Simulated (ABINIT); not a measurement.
# SrLiBr3 (Pm-3m): from the cell to the phonon bands, part 3 of 4

Wanted: phonon bands, density of states and zone-centre response of SrLiBr3 (Pm-3m).

ABINIT 10.8.3; DFT LDA, scalar-relativistic, plane waves, PseudoDojo norm-conserving pseudopotentials.

So far. Step 8 (Zone-centre response): The acoustic modes at Γ come out as far as 0.2 cm⁻¹ from zero, where they should vanish, a small numerical error; the Born charges miss their sum rule by 0.022 e, which is fair. The lowest optical mode is imaginary, 58i cm⁻¹, an instability at this level and on this k mesh. Step 9 (Zone-centre analysis): The rule moves no optical mode by more than 0.1 cm⁻¹. The relaxed cell has a = 4.937 Å (conventional setting).

The structure was built from a prototype and need not be the compound's stable phase.

### 10. Phonons on a q mesh

Linear response treats each wavevector in the unit cell, with no supercell; the 2×2×2 mesh fixes the range of the force constants to be had.

dfpt_q.abi

```
ndtset 3

# wavevectors
qpt1 0.5 0.0 0.0
qpt2 0.5 0.5 0.0
qpt3 0.5 0.5 0.5

# displacements
getwfk_filepath "gso_WFK"
getwfq_filepath "gso_WFK"
kptopt 3
nqpt 1
rfphon 1
rfatpol 1 5
rfdir 1 1 1
tolvrs 1.0d-10
prtwf 0

# basis, mesh and filling
ecut 33.0
ngkpt 4 4 4
nshiftk 1
shiftk 0.0 0.0 0.0
istwfk *1
occopt 1
nband 17
nstep 100
diemac 9.0
prtebands 0
prtgsr 0
useylm 1

# cell and atoms
acell 3*1.0 Angstrom
rprim 
    4.937182229 0.0 0.0
    0.0 4.937182229 0.0
    0.0 0.0 4.937182229
ntypat 3
znucl 38 3 35
natom 5
typat 1 2 3 3 3
xred 
    0.0 0.0 0.0
    0.5 0.5 0.5
    0.0 0.5 0.5
    0.5 0.5 0.0
    0.5 0.0 0.5
pp_dirpath "./pseudo"
pseudos "Sr.upf, Li.upf, Br.upf"
```

Run with:

```console
OMP_NUM_THREADS=1 mpirun -n 4 abinit dfpt_q.abi > dfpt_q.log
```

Numbers of over 12 decimals in the logs are rounded to 6 here.

dfpt_q.abo, the main output file:

```text
[banners, grids, parts of the stress and lines that vanish by symmetry left out]
- input  file    -> dfpt_q.abi
- output file    -> dfpt_q.abo
- root for input  files -> dfpt_qi
[...]
DATASET    1 : space group Pm -3 m (#221); Bravais cP (primitive cubic)
[...]
nfft =      125000          nkpt =          64
[...]
DATASET    2 : space group Pm -3 m (#221); Bravais cP (primitive cubic)
[...]
nfft =      125000          nkpt =          64
[...]
DATASET    3 : space group Pm -3 m (#221); Bravais cP (primitive cubic)
[...]
nfft =      125000          nkpt =          64
[...]
== DATASET  1 ==================================================================
[...]
cutoff_energies: {ecut:  33.0, pawecutdg:  -1.0, }
[...]
Perturbation : displacement of atom   1   along direction   1
[...]
-ETOT  1   7.474935     -2.330E+03 1.296E+01 6.140E+04
 ETOT  2   3.060950     -4.414E+00 2.116E-02 3.479E+03
 ETOT  3   2.965364     -9.559E-02 5.676E-04 2.324E+03
 ETOT  4   2.850309     -1.151E-01 6.869E-05 9.809E+01
 ETOT  5   2.844899     -5.410E-03 7.183E-06 2.851E-01
[...]
At SCF step   12       vres2   =  1.58E-11 < tolvrs=  1.00E-10 =>converged.
[...]
Perturbation : displacement of atom   1   along direction   2
[...]
-ETOT  1   1.418451     -2.180E+03 1.295E+01 4.342E+02
[...]
At SCF step   10       vres2   =  4.62E-11 < tolvrs=  1.00E-10 =>converged.
[...]
Perturbation : displacement of atom   2   along direction   1
[...]
-ETOT  1   3.694776     -2.981E+03 3.259E+01 6.109E+02
[...]
At SCF step   11       vres2   =  2.48E-11 < tolvrs=  1.00E-10 =>converged.
[...]
Perturbation : displacement of atom   2   along direction   2
[...]
-ETOT  1   3.845087     -2.967E+03 3.259E+01 3.359E+03
[...]
At SCF step   10       vres2   =  4.77E-12 < tolvrs=  1.00E-10 =>converged.
[...]
Perturbation : displacement of atom   3   along direction   1
[...]
-ETOT  1   8.387598     -8.488E+02 4.866E+00 2.699E+04
[...]
Perturbation : displacement of atom   3   along direction   2
[...]
-ETOT  1   1.818744     -7.662E+02 4.826E+00 2.254E+03
[...]
Perturbation : displacement of atom   4   along direction   1
[...]
-ETOT  1   4.142842     -8.402E+02 4.924E+00 4.566E+04
[...]
Perturbation : displacement of atom   4   along direction   2
[...]
-ETOT  1   1.533707     -7.665E+02 4.851E+00 1.776E+03
[...]
Perturbation : displacement of atom   4   along direction   3
[...]
-ETOT  1   6.686894     -7.742E+02 4.857E+00 1.474E+03
[...]
Phonon wavevector (reduced coordinates) :  0.50000  0.00000  0.00000
 Phonon energies in Hartree :
[...]
Phonon frequencies in cm-1    :
- -4.797731E+01 -4.797731E+01  1.862160E+01  1.862160E+01  5.081992E+01
-  6.517429E+01  6.517429E+01  9.427975E+01  9.556562E+01  1.172824E+02
-  1.172824E+02  1.607355E+02  3.485523E+02  3.485523E+02  3.659698E+02
[...]
== DATASET  2 ==================================================================
[...]
cutoff_energies: {ecut:  33.0, pawecutdg:  -1.0, }
[...]
Perturbation : displacement of atom   1   along direction   1
[...]
-ETOT  1   2.781100     -2.259E+03 1.295E+01 1.961E+03
[...]
Perturbation : displacement of atom   1   along direction   3
[...]
-ETOT  1   1.597650     -2.174E+03 1.296E+01 1.282E+02
[...]
Perturbation : displacement of atom   2   along direction   1
[...]
-ETOT  1   3.742958     -2.975E+03 3.259E+01 2.799E+02
[...]
Perturbation : displacement of atom   2   along direction   3
[...]
-ETOT  1   3.773361     -2.967E+03 3.259E+01 2.594E+03
[...]
Perturbation : displacement of atom   3   along direction   1
[...]
-ETOT  1   7.473388     -8.129E+02 4.809E+00 8.244E+03
[...]
Perturbation : displacement of atom   3   along direction   2
[...]
-ETOT  1   2.297935     -8.052E+02 4.922E+00 1.075E+04
[...]
Perturbation : displacement of atom   3   along direction   3
[...]
-ETOT  1   1.814443     -7.635E+02 4.792E+00 1.822E+03
[...]
Perturbation : displacement of atom   4   along direction   1
[...]
-ETOT  1   2.766232     -8.047E+02 4.875E+00 1.315E+04
[...]
Perturbation : displacement of atom   4   along direction   3
[...]
-ETOT  1   6.879485     -7.713E+02 4.939E+00 1.578E+03
[...]
Phonon wavevector (reduced coordinates) :  0.50000  0.50000  0.00000
 Phonon energies in Hartree :
[...]
Phonon frequencies in cm-1    :
- -8.203466E+01 -3.904121E+01 -3.904121E+01 -3.462208E+01  6.375238E+01
-  6.375238E+01  8.472078E+01  8.472078E+01  1.130950E+02  1.162094E+02
-  1.315193E+02  1.739760E+02  3.506748E+02  3.722631E+02  3.722631E+02
[...]
== DATASET  3 ==================================================================
[...]
cutoff_energies: {ecut:  33.0, pawecutdg:  -1.0, }
[...]
Perturbation : displacement of atom   1   along direction   1
[...]
-ETOT  1   1.910659     -2.231E+03 1.295E+01 3.168E+03
[...]
Perturbation : displacement of atom   2   along direction   1
[...]
-ETOT  1   3.862503     -2.972E+03 3.259E+01 1.088E+02
[...]
Perturbation : displacement of atom   3   along direction   1
[...]
-ETOT  1   6.997536     -7.993E+02 4.943E+00 3.882E+03
[...]
At SCF step   10       vres2   =  2.78E-12 < tolvrs=  1.00E-10 =>converged.
[...]
Perturbation : displacement of atom   3   along direction   2
[...]
-ETOT  1   1.682349     -7.918E+02 4.869E+00 4.398E+03
[...]
ETOT  9  0.618279     -5.753E-11 4.219E-13 1.423E-09
 ETOT 10  0.618279      2.160E-11 2.092E-14 3.727E-11
 At SCF step   10       vres2   =  3.73E-11 < tolvrs=  1.00E-10 =>converged.
[...]
Phonon wavevector (reduced coordinates) :  0.50000  0.50000  0.50000
 Phonon energies in Hartree :
[...]
Phonon frequencies in cm-1    :
- -8.488829E+01 -8.488829E+01 -8.488829E+01 -4.618929E+01 -4.618929E+01
- -4.618929E+01  1.114621E+02  1.114621E+02  1.114621E+02  1.294902E+02
-  1.294902E+02  1.877601E+02  3.800340E+02  3.800340E+02  3.800340E+02
[...]
strten2     0.0000000000E+00  0.0000000000E+00  0.0000000000E+00
           strten3     0.0000000000E+00  0.0000000000E+00  0.0000000000E+00
================================================================================
```

It took 16 min on 4 MPI ranks of Arm Neoverse V2, shared host.

Numbers from this step:

```yaml
lowest_mode_on_the_q_mesh_acoustic_ones_at_the_zone_centre_apart: -84.89 cm⁻¹
```

Frequencies (cm⁻¹) before the sum rule at the irreducible wavevectors but Γ, which is solved apart; negative means imaginary. Frequencies by wavevector:

```csv
q (fractions),star,mode 1,mode 2,mode 3,mode 4,mode 13,mode 14,mode 15
0.5 0 0,3,-47.98,-47.98,18.62,18.62,348.6,348.6,366
0.5 0.5 0,3,-82.03,-39.04,-39.04,-34.62,350.7,372.3,372.3
0.5 0.5 0.5,1,-84.89,-84.89,-84.89,-46.19,380,380,380
```

### 11. Dispersion

anaddb transforms the dynamical matrices to force constants, with the dipole-dipole part treated apart, and back along the path; points of the mesh come back as solved, but for the sum rule and, in polar crystals, the LO-TO term at Γ; the rest is interpolation.

anaddb.abi

```
ddb_filepath "all_DDB"
output_file "anaddb.abo"
outdata_prefix "anaddb"
ifcflag 1
ngqpt 2 2 2
nqshft 1
q1shft 0.0 0.0 0.0
asr 1
chneut 1
dipdip 1
dipquad 0
quadquad 0
enunit 0
eivec 0
nph1l 62
qph1l 
    0.0 5.0d-06 0.0 1.0
    0.0 0.05 0.0 1.0
    0.0 0.1 0.0 1.0
    0.0 0.15 0.0 1.0
    0.0 0.2 0.0 1.0
    0.0 0.25 0.0 1.0
    0.0 0.3 0.0 1.0
    0.0 0.35 0.0 1.0
    0.0 0.4 0.0 1.0
    0.0 0.45 0.0 1.0
    0.0 0.5 0.0 1.0
    0.05 0.5 0.0 1.0
    0.1 0.5 0.0 1.0
    0.15 0.5 0.0 1.0
    0.2 0.5 0.0 1.0
    0.25 0.5 0.0 1.0
    0.3 0.5 0.0 1.0
    0.35 0.5 0.0 1.0
    0.4 0.5 0.0 1.0
    0.45 0.5 0.0 1.0
    0.5 0.5 0.0 1.0
    0.45 0.45 0.0 1.0
    0.4 0.4 0.0 1.0
    0.35 0.35 0.0 1.0
    0.3 0.3 0.0 1.0
    0.25 0.25 0.0 1.0
    0.2 0.2 0.0 1.0
    0.15 0.15 0.0 1.0
    0.1 0.1 0.0 1.0
    0.05 0.05 0.0 1.0
    5.0d-06 5.0d-06 5.0d-06 1.0
    0.05 0.05 0.05 1.0
    0.1 0.1 0.1 1.0
    0.15 0.15 0.15 1.0
    0.2 0.2 0.2 1.0
    0.25 0.25 0.25 1.0
    0.3 0.3 0.3 1.0
    0.35 0.35 0.35 1.0
    0.4 0.4 0.4 1.0
    0.45 0.45 0.45 1.0
    0.5 0.5 0.5 1.0
    0.45 0.5 0.45 1.0
    0.4 0.5 0.4 1.0
    0.35 0.5 0.35 1.0
    0.3 0.5 0.3 1.0
    0.25 0.5 0.25 1.0
    0.2 0.5 0.2 1.0
    0.15 0.5 0.15 1.0
    0.1 0.5 0.1 1.0
    0.05 0.5 0.05 1.0
    0.0 0.5 0.0 1.0
    0.5 0.5 0.5 1.0
    0.5 0.5 0.45 1.0
    0.5 0.5 0.4 1.0
    0.5 0.5 0.35 1.0
    0.5 0.5 0.3 1.0
    0.5 0.5 0.25 1.0
    0.5 0.5 0.2 1.0
    0.5 0.5 0.15 1.0
    0.5 0.5 0.1 1.0
    0.5 0.5 0.05 1.0
    0.5 0.5 0.0 1.0
```

mrgddb.in

```
all_DDB
merged
4
dfpt_gammao_DS2_DDB
dfpt_qo_DS1_DDB
dfpt_qo_DS2_DDB
dfpt_qo_DS3_DDB
```

Run with:

```console
mrgddb < mrgddb.in > mrgddb.log
OMP_NUM_THREADS=1 anaddb anaddb.abi > anaddb.log
```

anaddb.abo, the main output file:

```text
[banners, grids, parts of the stress and lines that vanish by symmetry left out]
-outvars_anaddb: echo values of input variables ----------------------

 Flags :
[...]
Dielectric Tensor and Effective Charges
[...]
Effective charge tensors after
[...]
Phonon wavevector (reduced coordinates) :  0.00000  0.00001  0.00000
 Phonon energies in Hartree :
[...]
Phonon frequencies in cm-1    :
- -5.839870E+01 -5.839870E+01  0.000000E+00  0.000000E+00  0.000000E+00
-  2.973029E+01  2.973029E+01  2.973029E+01  8.392086E+01  1.210241E+02
-  1.210241E+02  1.332920E+02  3.466248E+02  3.466248E+02  3.757858E+02
[...]
Phonon wavevector (reduced coordinates) :  0.00000  0.05000  0.00000
 Phonon energies in Hartree :
[...]
Phonon frequencies in cm-1    :
- -5.817401E+01 -5.817401E+01  6.269465E+00  6.269465E+00  1.330169E+01
-  3.042277E+01  3.044328E+01  3.044328E+01  8.530603E+01  1.209746E+02
-  1.209746E+02  1.334125E+02  3.466712E+02  3.466712E+02  3.755795E+02
[...]
Phonon wavevector (reduced coordinates) :  0.00000  0.10000  0.00000
 Phonon energies in Hartree :
[...]
Phonon frequencies in cm-1    :
- -5.751680E+01 -5.751680E+01  1.156797E+01  1.156797E+01  2.611178E+01
-  3.234824E+01  3.275320E+01  3.275320E+01  8.913087E+01  1.208223E+02
-  1.208223E+02  1.338628E+02  3.468062E+02  3.468062E+02  3.749727E+02
[...]
Phonon wavevector (reduced coordinates) :  0.00000  0.15000  0.00000
 Phonon energies in Hartree :
[...]
Phonon frequencies in cm-1    :
- -5.647598E+01 -5.647598E+01  1.521637E+01  1.521637E+01  3.513668E+01
-  3.681669E+01  3.681669E+01  3.807694E+01  9.443558E+01  1.205586E+02
-  1.205586E+02  1.349337E+02  3.470170E+02  3.470170E+02  3.740028E+02
[...]
Phonon wavevector (reduced coordinates) :  0.00000  0.20000  0.00000
 Phonon energies in Hartree :
[...]
Phonon frequencies in cm-1    :
- -5.512899E+01 -5.512899E+01  1.730077E+01  1.730077E+01  3.836118E+01
-  4.216443E+01  4.216443E+01  4.903943E+01  9.977065E+01  1.201752E+02
[...]
Phonon wavevector (reduced coordinates) :  0.00000  0.25000  0.00000
 Phonon energies in Hartree :
[...]
Phonon frequencies in cm-1    :
[...]
Phonon wavevector (reduced coordinates) :  0.00000  0.30000  0.00000
 Phonon energies in Hartree :
[...]
Phonon frequencies in cm-1    :
[...]
Phonon wavevector (reduced coordinates) :  0.00000  0.35000  0.00000
 Phonon energies in Hartree :
[...]
Phonon frequencies in cm-1    :
[...]
Phonon wavevector (reduced coordinates) :  0.00000  0.40000  0.00000
 Phonon energies in Hartree :
[...]
Phonon frequencies in cm-1    :
[...]
Phonon wavevector (reduced coordinates) :  0.00000  0.45000  0.00000
 Phonon energies in Hartree :
[...]
Phonon frequencies in cm-1    :
[...]
Phonon wavevector (reduced coordinates) :  0.00000  0.50000  0.00000
 Phonon energies in Hartree :
[...]
Phonon frequencies in cm-1    :
[...]
Phonon wavevector (reduced coordinates) :  0.05000  0.50000  0.00000
 Phonon energies in Hartree :
[...]
Phonon frequencies in cm-1    :
[...]
Phonon wavevector (reduced coordinates) :  0.10000  0.50000  0.00000
 Phonon energies in Hartree :
[...]
Phonon frequencies in cm-1    :
[...]
Phonon wavevector (reduced coordinates) :  0.15000  0.50000  0.00000
 Phonon energies in Hartree :
[...]
Phonon frequencies in cm-1    :
[...]
Phonon frequencies in cm-1    :
[...]
Phonon wavevector (reduced coordinates) :  0.25000  0.25000  0.25000
 Phonon energies in Hartree :
[...]
Phonon frequencies in cm-1    :
[...]
-  3.848374E+01  8.709268E+01  8.709268E+01  1.074398E+02  1.286838E+02
-  1.286838E+02  1.567383E+02  3.570799E+02  3.570799E+02  3.713774E+02
  Phonon wavevector (reduced coordinates) :  0.30000  0.30000  0.30000
 Phonon energies in Hartree :
[...]
Phonon frequencies in cm-1    :
- -5.848247E+01 -5.848247E+01 -5.842556E+01 -3.060399E+01 -3.060399E+01
-  2.380323E+01  9.683301E+01  9.683301E+01  1.107191E+02  1.296430E+02
-  1.296430E+02  1.666199E+02  3.631417E+02  3.631417E+02  3.726846E+02
  Phonon wavevector (reduced coordinates) :  0.35000  0.35000  0.35000
 Phonon energies in Hartree :
[...]
Phonon frequencies in cm-1    :
- -6.933089E+01 -6.826660E+01 -6.826660E+01 -3.721463E+01 -3.721463E+01
[...]
Phonon wavevector (reduced coordinates) :  0.40000  0.40000  0.40000
 Phonon energies in Hartree :
[...]
Phonon frequencies in cm-1    :
[...]
Phonon wavevector (reduced coordinates) :  0.45000  0.45000  0.45000
 Phonon energies in Hartree :
[...]
Phonon frequencies in cm-1    :
[...]
Phonon wavevector (reduced coordinates) :  0.50000  0.50000  0.50000
 Phonon energies in Hartree :
[...]
Phonon wavevector (reduced coordinates) :  0.50000  0.50000  0.05000
 Phonon energies in Hartree :
[...]
Phonon frequencies in cm-1    :
[...]
Phonon wavevector (reduced coordinates) :  0.50000  0.50000  0.00000
 Phonon energies in Hartree :
[...]
Phonon frequencies in cm-1    :
[...]
-  6.375191E+01  8.472053E+01  8.472053E+01  1.130947E+02  1.162091E+02
-  1.315190E+02  1.739757E+02  3.506748E+02  3.722632E+02  3.722632E+02
-
```

The job ended after 0.72 s (1 thread).

Read from the output:

- lowest frequency on the path: -84.89 cm⁻¹

Anaddb, dipole-dipole term. Phonon branches along the path, in cm⁻¹:

```csv
point,branch 1,branch 2,branch 3,branch 4,branch 12,branch 13,branch 14,branch 15
Γ,-58,-58,0,0,133,347,347,376
halfway,-54,-54,18,18,141,348,348,371
X,-48,-48,19,19,161,349,349,366
halfway,-62,-42,-37,22,163,350,361,369
M,-82,-39,-39,-35,174,351,372,372
halfway,-52,-48,-27,28,149,349,354,371
Γ,-58,-58,0,0,133,347,347,376
halfway,-51,-51,-46,-21,157,357,357,371
R,-85,-85,-85,-46,188,380,380,380
halfway,-63,-61,-44,-41,169,361,366,372
X,-48,-48,19,19,161,349,349,366
jump to R,-85,-85,-85,-46,188,380,380,380
halfway,-84,-62,-62,-41,179,365,376,376
M,-82,-39,-39,-35,174,351,372,372
```

The path dips to 85i cm⁻¹.

[end of part 3 of 4]

[Host names and launcher messages were left out of these logs when they were recorded.]

[Logs are printed without paths, hosts, clocks, repeated set-up lines and the standing remarks that a program may print on its own settings, such as how far it seeks lower states.]

[Hosts, paths, dates, database ids (printed as entryN), source tags and the programs' standing remarks are cut or masked in the printed files.]
